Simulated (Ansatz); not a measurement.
# Y on W(100): change of the work function, part 2 of 4

Wanted: Δφ(θ) for Y/W(100), starting from the hollow site.

Ansatz 0.2.0; plane-wave DFT, PBE, Ansatz PAW.

So far, work function, upper face (eV): step 2 (the clean slab) 4.14.

### Step 3. Adsorbate added, k-mesh 4×4×1, coverage 0.111 ML

System of this step: YW45 (Y/W(100)). The cell holds 46 atoms: 45 W and 1 Y. Its edges and angles: a = 9.480 Å, b = 9.480 Å, c = 27.089 Å, α = 90.0°, β = 90.0°, γ = 90.0°. Vacuum lies along c.

The clean slab as it ended is repeated in the plane and the adsorbate is set on one face; the cell's size fixes the coverage, and the k-mesh shrinks with it to keep the sampling density about even. Adsorbate and upper layers relax, since the dipole depends on the height.

input.yaml

```yaml
crystal:
  lattice:
    - [9.48, 0.0, 0.0]
    - [0.0, 9.48, 0.0]
    - [0.0, 0.0, 27.0894077909]
  atoms:
    - { symbol: W, position: [0.0, 0.0, 0.3322331765] }
    - { symbol: W, position: [0.1666666667, 0.1666666667, 0.3905585563] }
    - { symbol: W, position: [0.0, 0.0, 0.4488532444] }
    - { symbol: W, position: [0.1666666667, 0.1666666667, 0.5095639611] }
    - { symbol: W, position: [0.0, 0.0, 0.5623676402] }
    - { symbol: W, position: [0.0, 0.3333333333, 0.3322331765] }
    - { symbol: W, position: [0.1666666667, 0.5, 0.3905585563] }
    - { symbol: W, position: [0.0, 0.3333333333, 0.4488532444] }
    - { symbol: W, position: [0.1666666667, 0.5, 0.5095639611] }
    - { symbol: W, position: [0.0, 0.3333333333, 0.5623676402] }
    - { symbol: W, position: [0.0, 0.6666666667, 0.3322331765] }
    - { symbol: W, position: [0.1666666667, 0.8333333333, 0.3905585563] }
    - { symbol: W, position: [0.0, 0.6666666667, 0.4488532444] }
    - { symbol: W, position: [0.1666666667, 0.8333333333, 0.5095639611] }
    - { symbol: W, position: [0.0, 0.6666666667, 0.5623676402] }
    - { symbol: W, position: [0.3333333333, 0.0, 0.3322331765] }
    - { symbol: W, position: [0.5, 0.1666666667, 0.3905585563] }
    - { symbol: W, position: [0.3333333333, 0.0, 0.4488532444] }
    - { symbol: W, position: [0.5, 0.1666666667, 0.5095639611] }
    - { symbol: W, position: [0.3333333333, 0.0, 0.5623676402] }
    - { symbol: W, position: [0.3333333333, 0.3333333333, 0.3322331765] }
    - { symbol: W, position: [0.5, 0.5, 0.3905585563] }
    - { symbol: W, position: [0.3333333333, 0.3333333333, 0.4488532444] }
    - { symbol: W, position: [0.5, 0.5, 0.5095639611] }
    - { symbol: W, position: [0.3333333333, 0.3333333333, 0.5623676402] }
    - { symbol: W, position: [0.3333333333, 0.6666666667, 0.3322331765] }
    - { symbol: W, position: [0.5, 0.8333333333, 0.3905585563] }
    - { symbol: W, position: [0.3333333333, 0.6666666667, 0.4488532444] }
    - { symbol: W, position: [0.5, 0.8333333333, 0.5095639611] }
    - { symbol: W, position: [0.3333333333, 0.6666666667, 0.5623676402] }
    - { symbol: W, position: [0.6666666667, 0.0, 0.3322331765] }
    - { symbol: W, position: [0.8333333333, 0.1666666667, 0.3905585563] }
    - { symbol: W, position: [0.6666666667, 0.0, 0.4488532444] }
    - { symbol: W, position: [0.8333333333, 0.1666666667, 0.5095639611] }
    - { symbol: W, position: [0.6666666667, 0.0, 0.5623676402] }
    - { symbol: W, position: [0.6666666667, 0.3333333333, 0.3322331765] }
    - { symbol: W, position: [0.8333333333, 0.5, 0.3905585563] }
    - { symbol: W, position: [0.6666666667, 0.3333333333, 0.4488532444] }
    - { symbol: W, position: [0.8333333333, 0.5, 0.5095639611] }
    - { symbol: W, position: [0.6666666667, 0.3333333333, 0.5623676402] }
    - { symbol: W, position: [0.6666666667, 0.6666666667, 0.3322331765] }
    - { symbol: W, position: [0.8333333333, 0.8333333333, 0.3905585563] }
    - { symbol: W, position: [0.6666666667, 0.6666666667, 0.4488532444] }
    - { symbol: W, position: [0.8333333333, 0.8333333333, 0.5095639611] }
    - { symbol: W, position: [0.6666666667, 0.6666666667, 0.5623676402] }
    - { symbol: "Y", position: [0.1666666667, 0.1666666667, 0.6677668235] }
kpoints:
  mp_grid: { grid: [4, 4, 1] }
hamiltonian:
  xc: pbe
scf:
  occupations: { method: fermi_dirac, width: 0.1 }
  convergence: { dr2_threshold: 1.0e-08 }
efield:
  axis: 3
  dipole_correction: true
  ramp_position: 0.97
  ramp_width: 0.06
relax:
  f_tol: 0.02
  max_steps: 60
  constraints:
    - { sites: [0, 1, 5, 6, 10, 11, 15, 16, 20, 21, 25, 26, 30, 31, 35, 36, 40, 41] }
output:
  write_potential: true
  write_density: true
  volumetric_format: npy
```

Run with:

```bash
> ansatz run input.yaml --threads 4 --pin off --max-ram 16384MiB --backend cpu --events-out ev --progress --plain --runs-dir out
```

Numbers of over 12 decimals in the logs are rounded to 6 here.

Log:

```text
[...]
Crystal: 46 atoms, lattice volume = 2434.536 Å³
Basis set: ecut = 420 eV, 47611 PW (Γ), exchange–correlation on 128×128×384 points (8 copies of the dense FFT grid, shifted against one another)
Bands: 385, of which v1, the nominal top of the filled ones, is band 321 counted from 1 (320 counted from 0)
Symmetry: 8 space group operations
[...]
k-points: 6 of 16
[...]
SCF iter   1: F=—  HF=-471119.632381 eV  |F-HF|=—  |Δ(HF+E_count)|=         —  Δρ=6.22e-3  dr2=6.40e0  ethr=1.77e-3  p=0.618 e·Å  D=4.59e-2 V/Å  ΔV_dip=-1.24 eV  dr2_dipole=1.20e0  V_vac-E_F(+/−)=3.15/4.40 eV  ⟨swp⟩=11.3  Hψ=12216  notcnv=0
[...]
SCF iter  11: F=-471119.359639 eV  HF=-471119.359639 eV  |F-HF|=1.16e-9  |Δ(HF+E_count)|=   1.46e-8  Δρ=2.00e-7  dr2=2.95e-9  ethr=1.56e-12  p=0.632 e·Å  D=4.70e-2 V/Å  ΔV_dip=-1.27 eV  dr2_dipole=2.68e-10  V_vac-E_F(+/−)=2.97/4.25 eV  ⟨swp⟩=11.5  Hψ=15840  notcnv=0
SCF 1 converged in 11 iterations: F = -471119.359639 eV  dr2 = 2.95e-9
[...]
relax step   1: F+E_penalty+E_count = -471119.35963872 eV  Δ(F+E_penalty+E_count) = +0.000e0 eV  max|allowed force component| = 2.861e0 eV/Å  Δτ_max = 0.0000 Å  (11 SCF iters, accepted)
[...]
iter 1 solved again at ethr=1.66e-4 eV; its pass at ethr=3.10e-3 eV (dr2=1.06e0 eV) is discarded
SCF iter   1: F=—  HF=-471120.181947 eV  |F-HF|=—  |Δ(HF+E_count)|=         —  Δρ=3.16e-3  dr2=1.25e0  ethr=1.66e-4  p=0.632 e·Å  D=4.70e-2 V/Å  ΔV_dip=-1.27 eV  dr2_dipole=1.61e-1  V_vac-E_F(+/−)=2.98/4.26 eV  ⟨swp⟩=1.8  Hψ=6698  notcnv=0
[...]
eigensolver tolerance schedule calibrated: the retry pair's looser diagonalisation under-reported the residual by θ = 0.15 (0.12/decade); ethr = c·dr2/N_el runs at the constant in force after the calibration composes with the one it found (an armed cap, an earlier calibration), c = 7.2e-2
[...]
SCF iter   2: F=—  HF=-471120.109991 eV  |F-HF|=—  |Δ(HF+E_count)|=   7.20e-2  Δρ=1.57e-3  dr2=1.89e-1  ethr=1.40e-4  p=0.631 e·Å  D=4.69e-2 V/Å  ΔV_dip=-1.27 eV  dr2_dipole=1.74e-4  V_vac-E_F(+/−)=2.98/4.25 eV  ⟨swp⟩=2.8  Hψ=4425  notcnv=0
[...]
SCF iter  10: F=-471120.091026 eV  HF=-471120.091026 eV  |F-HF|=6.98e-9  |Δ(HF+E_count)|=   2.96e-8  Δρ=2.55e-7  dr2=2.88e-9  ethr=1.12e-12  p=0.629 e·Å  D=4.68e-2 V/Å  ΔV_dip=-1.27 eV  dr2_dipole=1.05e-10  V_vac-E_F(+/−)=2.98/4.24 eV  ⟨swp⟩=11.0  Hψ=16884  notcnv=0
SCF 2 converged in 10 iterations: F = -471120.091026 eV  dr2 = 2.88e-9
relax step   2: F+E_penalty+E_count = -471120.09102551 eV  Δ(F+E_penalty+E_count) = -7.314e-1 eV  max|allowed force component| = 2.769e0 eV/Å  Δτ_max = 0.1998 Å  (10 SCF iters, accepted)
SCF iter   1: F=—  HF=-471120.714126 eV  |F-HF|=—  |Δ(HF+E_count)|=         —  Δρ=2.83e-3  dr2=1.42e0  ethr=1.53e-3  p=0.629 e·Å  D=4.68e-2 V/Å  ΔV_dip=-1.27 eV  dr2_dipole=3.03e-1  V_vac-E_F(+/−)=2.99/4.26 eV  ⟨swp⟩=4.2  Hψ=4320  notcnv=0
[...]
SCF iter  10: F=-471120.645540 eV  HF=-471120.645540 eV  |F-HF|=5.82e-10  |Δ(HF+E_count)|=   2.56e-8  Δρ=1.91e-7  dr2=2.29e-9  ethr=1.56e-12  p=0.600 e·Å  D=4.46e-2 V/Å  ΔV_dip=-1.21 eV  dr2_dipole=1.90e-11  V_vac-E_F(+/−)=3.03/4.24 eV  ⟨swp⟩=10.5  Hψ=15054  notcnv=0
SCF 3 converged in 10 iterations: F = -471120.645540 eV  dr2 = 2.29e-9
relax step   3: F+E_penalty+E_count = -471120.64554035 eV  Δ(F+E_penalty+E_count) = -5.545e-1 eV  max|allowed force component| = 2.304e0 eV/Å  Δτ_max = 0.1951 Å  (10 SCF iters, accepted)
[... from here on, the SCF cycles and remarks between the steps are left out ...]
relax step   4: F+E_penalty+E_count = -471121.03828072 eV  Δ(F+E_penalty+E_count) = -3.927e-1 eV  max|allowed force component| = 1.468e0 eV/Å  Δτ_max = 0.1976 Å  (10 SCF iters, accepted)
relax step   5: F+E_penalty+E_count = -471121.24330804 eV  Δ(F+E_penalty+E_count) = -2.050e-1 eV  max|allowed force component| = 7.820e-1 eV/Å  Δτ_max = 0.2000 Å  (9 SCF iters, accepted)
relax step   6: F+E_penalty+E_count = -471121.29690679 eV  Δ(F+E_penalty+E_count) = -5.360e-2 eV  max|allowed force component| = 6.349e-1 eV/Å  Δτ_max = 0.1725 Å  (10 SCF iters, accepted)
relax step   7: F+E_penalty+E_count = -471121.32460058 eV  Δ(F+E_penalty+E_count) = -2.769e-2 eV  max|allowed force component| = 1.362e-1 eV/Å  Δτ_max = 0.0351 Å  (9 SCF iters, accepted)
relax step   8: F+E_penalty+E_count = -471121.35103191 eV  Δ(F+E_penalty+E_count) = -2.643e-2 eV  max|allowed force component| = 2.132e-1 eV/Å  Δτ_max = 0.0376 Å  (9 SCF iters, accepted)
relax step   9: F+E_penalty+E_count = -471121.40550786 eV  Δ(F+E_penalty+E_count) = -5.448e-2 eV  max|allowed force component| = 3.397e-1 eV/Å  Δτ_max = 0.0520 Å  (10 SCF iters, accepted)
relax step  10: F+E_penalty+E_count = -471121.29307764 eV  Δ(F+E_penalty+E_count) = +1.124e-1 eV  max|allowed force component| = 1.114e0 eV/Å  Δτ_max = 0.1980 Å  (11 SCF iters, rejected (line search))
relax step  11: F+E_penalty+E_count = -471121.47031701 eV  Δ(F+E_penalty+E_count) = -6.481e-2 eV  max|allowed force component| = 2.727e-1 eV/Å  Δτ_max = 0.0952 Å  (11 SCF iters, accepted)
relax step  12: F+E_penalty+E_count = -471121.51305902 eV  Δ(F+E_penalty+E_count) = -4.274e-2 eV  max|allowed force component| = 8.184e-2 eV/Å  Δτ_max = 0.0483 Å  (10 SCF iters, accepted)
relax step  13: F+E_penalty+E_count = -471121.51454499 eV  Δ(F+E_penalty+E_count) = -1.486e-3 eV  max|allowed force component| = 5.081e-2 eV/Å  Δτ_max = 0.0107 Å  (8 SCF iters, accepted)
relax step  14: F+E_penalty+E_count = -471121.51495467 eV  Δ(F+E_penalty+E_count) = -4.097e-4 eV  max|allowed force component| = 2.114e-2 eV/Å  Δτ_max = 0.0071 Å  (8 SCF iters, accepted)
SCF iter   1: F=—  HF=-471121.511669 eV  |F-HF|=—  |Δ(HF+E_count)|=         —  Δρ=5.08e-5  dr2=9.69e-5  ethr=2.58e-7  p=0.427 e·Å  D=3.17e-2 V/Å  ΔV_dip=-0.86 eV  dr2_dipole=8.36e-8  V_vac-E_F(+/−)=3.38/4.23 eV  ⟨swp⟩=2.0  Hψ=3619  notcnv=0
[...]
SCF iter   6: F=-471121.514996 eV  HF=-471121.514996 eV  |F-HF|=8.96e-9  |Δ(HF+E_count)|=   3.54e-8  Δρ=3.38e-7  dr2=8.26e-9  ethr=1.56e-12  p=0.427 e·Å  D=3.17e-2 V/Å  ΔV_dip=-0.86 eV  dr2_dipole=5.23e-10  V_vac-E_F(+/−)=3.37/4.23 eV  ⟨swp⟩=9.0  Hψ=17108  notcnv=0
SCF 15 converged in 6 iterations: F = -471121.514996 eV  dr2 = 8.26e-9
relax step  15: F+E_penalty+E_count = -471121.51499616 eV  Δ(F+E_penalty+E_count) = -4.149e-5 eV  max|allowed force component| = 3.321e-3 eV/Å  Δτ_max = 0.0019 Å  (6 SCF iters, accepted)
NSCF: frozen V_eff on 6 k-points
the search or the solves at the SCF's close seem to have found levels that the self-consistency loop had missed (the run counts 1). By its estimate they hold 8.76e-12 electrons. The energies and the density leave them out; if the run goes on with those levels, later outputs use occupations computed again with them
SCF converged after 6 iterations
Free energy (F): -471121.514996 eV
[...]
Internal energy: -471119.945532 eV  (E = F + TS)
E sigma→0 (E₀):  -471120.730264 eV
Entropy (-TS):   -1.569464 eV (-34.119 meV/atom)
Fermi energy:    4.160069 eV
Dipole field:    D = 0.031727 V/Å  (p = 0.426862 e·Å, saw-weighted, corrected)
Work function:   Φ+ = 3.3747 eV   Φ− = 4.2341 eV
[...]
--- Forces (eV/Å), atoms counted from 1 ---
  atom   1  W      0.02061898     0.02061898     1.27904038
  atom   2  W      0.00000000     0.00000000    -1.34886840
  atom   3  W     -0.00022721    -0.00022721     0.00008993
  atom   4  W      0.00000000     0.00000000     0.00287994
  atom   5  W      0.00010289     0.00010289    -0.00007942
  atom   6  W      0.02061898    -0.02061898     1.27904038
  atom   7  W      0.00000000    -0.01874648    -1.28048440
  atom   8  W     -0.00022721     0.00022721     0.00008993
  atom   9  W      0.00000000     0.00026066    -0.00048196
  atom  10  W      0.00010289    -0.00010289    -0.00007942
  atom  11  W     -0.07896369     0.00000000     1.24881159
  atom  12  W      0.00000000     0.01874648    -1.28048440
  atom  13  W      0.00050291     0.00000000    -0.00066126
  atom  14  W      0.00000000    -0.00026066    -0.00048196
  atom  15  W      0.00022983     0.00000000     0.00004443
  atom  16  W     -0.02061898     0.02061898     1.27904038
  atom  17  W     -0.01874648     0.00000000    -1.28048440
  atom  18  W      0.00022721    -0.00022721     0.00008993
  atom  19  W      0.00026066     0.00000000    -0.00048196
  atom  20  W     -0.00010289     0.00010289    -0.00007942
  atom  21  W     -0.02061898    -0.02061898     1.27904038
  atom  22  W     -0.02638740    -0.02638740    -1.19099714
  atom  23  W      0.00022721     0.00022721     0.00008993
  atom  24  W      0.00111350     0.00111350    -0.00094391
  atom  25  W     -0.00010289    -0.00010289    -0.00007942
  atom  26  W      0.07896369     0.00000000     1.24881159
  atom  27  W     -0.02638740     0.02638740    -1.19099714
  atom  28  W     -0.00050291     0.00000000    -0.00066126
  atom  29  W      0.00111350    -0.00111350    -0.00094391
  atom  30  W     -0.00022983     0.00000000     0.00004443
  atom  31  W      0.00000000    -0.07896369     1.24881159
  atom  32  W      0.01874648     0.00000000    -1.28048440
  atom  33  W      0.00000000     0.00050291    -0.00066126
  atom  34  W     -0.00026066     0.00000000    -0.00048196
  atom  35  W      0.00000000     0.00022983     0.00004443
  atom  36  W      0.00000000     0.07896369     1.24881159
  atom  37  W      0.02638740    -0.02638740    -1.19099714
  atom  38  W      0.00000000    -0.00050291    -0.00066126
  atom  39  W     -0.00111350     0.00111350    -0.00094391
  atom  40  W      0.00000000    -0.00022983     0.00004443
  atom  41  W      0.00000000     0.00000000     1.12442781
  atom  42  W      0.02638740     0.02638740    -1.19099714
  atom  43  W      0.00000000     0.00000000     0.00001445
  atom  44  W     -0.00111350    -0.00111350    -0.00094391
  atom  45  W      0.00000000     0.00000000     0.00088063
  atom  46  Y      0.00000000     0.00000000     0.00332134
  max |Σ_I F_I| component: 8.74e-6 eV/Å
--- Band table (eV; the first three rows and the last of 6) ---
  k-point 0: bands = [... 317 lower, 4.1687, 4.1687, 4.1751, 4.1908, 4.1909, 4.1909, 4.2429, 4.2968, ... 60 higher]
  k-point 1: bands = [... 317 lower, 4.0141, 4.1036, 4.1680, 4.1719, 4.1843, 4.1946, 4.3018, 4.3258, ... 60 higher]
  k-point 2: bands = [... 317 lower, 4.0161, 4.0389, 4.1381, 4.1713, 4.2034, 4.2297, 4.3269, 4.3525, ... 60 higher]
  k-point 5: bands = [... 317 lower, 4.0456, 4.0535, 4.0737, 4.0737, 4.1335, 4.2203, 4.2203, 4.2842, ... 60 higher]
--- Relaxed structure (15 steps of the walk, 14 accepted, 0 SCFs on fresh bases) ---
  F+E_penalty+E_count = -471121.51499616 eV   max|allowed force component| = 3.321e-3 eV/Å
  atoms:
    - { symbol: W, position: [1.666665959832375e-11, 1.666665959832375e-11, 0.3322331765] }
    - { symbol: W, position: [0.166667, 0.166667, 0.3905585563] }
    - { symbol: W, position: [0.000292827, 0.000292827, 0.448852] }
    - { symbol: W, position: [0.166667, 0.166667, 0.511044] }
    - { symbol: W, position: [-0.00828148, -0.00828148, 0.563872] }
    - { symbol: W, position: [1.666665959832375e-11, 0.333333, 0.3322331765] }
    - { symbol: W, position: [0.166667, 0.500000, 0.3905585563] }
    - { symbol: W, position: [0.000292827, 0.333041, 0.448852] }
    - { symbol: W, position: [0.166667, 0.497539, 0.507988] }
    - { symbol: W, position: [-0.00828148, 0.341615, 0.563872] }
    - { symbol: W, position: [1.666665959832375e-11, 0.666667, 0.3322331765] }
    - { symbol: W, position: [0.166667, 0.833333, 0.3905585563] }
    - { symbol: W, position: [-0.000489663, 0.666667, 0.449495] }
    - { symbol: W, position: [0.166667, 0.835794, 0.507988] }
    - { symbol: W, position: [0.022974, 0.666667, 0.564368] }
    - { symbol: W, position: [0.333333, 1.666665959832375e-11, 0.3322331765] }
    - { symbol: W, position: [0.500000, 0.166667, 0.3905585563] }
    - { symbol: W, position: [0.333041, 0.000292827, 0.448852] }
    - { symbol: W, position: [0.497539, 0.166667, 0.507988] }
    - { symbol: W, position: [0.341615, -0.00828148, 0.563872] }
    - { symbol: W, position: [0.333333, 0.333333, 0.3322331765] }
    - { symbol: W, position: [0.500000, 0.500000, 0.3905585563] }
    - { symbol: W, position: [0.333041, 0.333041, 0.448852] }
    - { symbol: W, position: [0.501911, 0.501911, 0.509981] }
    - { symbol: W, position: [0.341615, 0.341615, 0.563872] }
    - { symbol: W, position: [0.333333, 0.666667, 0.3322331765] }
    - { symbol: W, position: [0.500000, 0.833333, 0.3905585563] }
    - { symbol: W, position: [0.333823, 0.666667, 0.449495] }
    - { symbol: W, position: [0.501911, 0.831422, 0.509981] }
    - { symbol: W, position: [0.310360, 0.666667, 0.564368] }
    - { symbol: W, position: [0.666667, 1.666665959832375e-11, 0.3322331765] }
    - { symbol: W, position: [0.833333, 0.166667, 0.3905585563] }
    - { symbol: W, position: [0.666667, -0.000489663, 0.449495] }
    - { symbol: W, position: [0.835794, 0.166667, 0.507988] }
    - { symbol: W, position: [0.666667, 0.022974, 0.564368] }
    - { symbol: W, position: [0.666667, 0.333333, 0.3322331765] }
    - { symbol: W, position: [0.833333, 0.500000, 0.3905585563] }
    - { symbol: W, position: [0.666667, 0.333823, 0.449495] }
    - { symbol: W, position: [0.831422, 0.501911, 0.509981] }
    - { symbol: W, position: [0.666667, 0.310360, 0.564368] }
    - { symbol: W, position: [0.666667, 0.666667, 0.3322331765] }
    - { symbol: W, position: [0.833333, 0.833333, 0.3905585563] }
    - { symbol: W, position: [0.666667, 0.666667, 0.448226] }
    - { symbol: W, position: [0.831422, 0.831422, 0.509981] }
    - { symbol: W, position: [0.666667, 0.666667, 0.561548] }
    - { symbol: Y, position: [0.166667, 0.166667, 0.632527] }
```

Run time: 35 min. Hardware: 4 threads of AMD EPYC 9R14 (Zen 4), shared host; peak memory 9.6 GiB; 2.2 h of CPU time.

The steps of the relaxation:

```
step  energy less that of the first step (eV)  largest force component (eV/Å)
   1                                   0.0000                          2.8607
   2                                  -0.7314                          2.7694
   3                                  -1.2859                          2.3044
   4                                  -1.6786                          1.4684
   5                                  -1.8837                          0.7820
   6                                  -1.9373                          0.6349
   7                                  -1.9650                          0.1362
   8                                  -1.9914                          0.2132
   9                                  -2.0459                          0.3397
  10                                  -1.9334                          1.1135
  11                                  -2.1107                          0.2727
  12                                  -2.1534                          0.0818
  13                                  -2.1549                          0.0508
  14                                  -2.1553                          0.0211
  15                                  -2.1554                          0.0033
```

Relaxation step 10 was tried and not accepted.

Forces are held to the 8 operations that the run works with; a distortion that breaks them can't arise in this run.

The atoms that moved most (Å):

```
atom      dx      dy      dz  length
 Y46   0.000   0.000  -0.955   0.955
 W30  -0.218   0.000   0.054   0.224
 W40   0.000  -0.218   0.054   0.224
 W15   0.218   0.000   0.054   0.224
 W35   0.000   0.218   0.054   0.224
  W5  -0.079  -0.079   0.041   0.118
 W20   0.079  -0.079   0.041   0.118
 W10  -0.079   0.079   0.041   0.118
```

This step gave:

| Quantity | Value |
| --- | --- |
| energy at zero smearing | -471120.7303 eV |
| work function, upper face | 3.375 eV |
| work function, lower face | 4.234 eV |
| dipole along the normal | 0.4269 e·Å |
| step between the vacuum levels | -0.8595 eV |

[end of part 2 of 4]

[Logs are printed without paths, hosts, clocks, repeated set-up lines and the standing remarks that a program may print on its own settings, such as how far it seeks lower states.]

[Hosts, paths, dates, database ids (printed as entryN), source tags and the programs' standing remarks are cut or masked in the printed files.]

[Maps of the electrostatic potential energy from Ansatz leave out the sawtooth potential of an applied field or a dipole correction, so their vacuum need not be flat; planar profiles and work functions include it.]
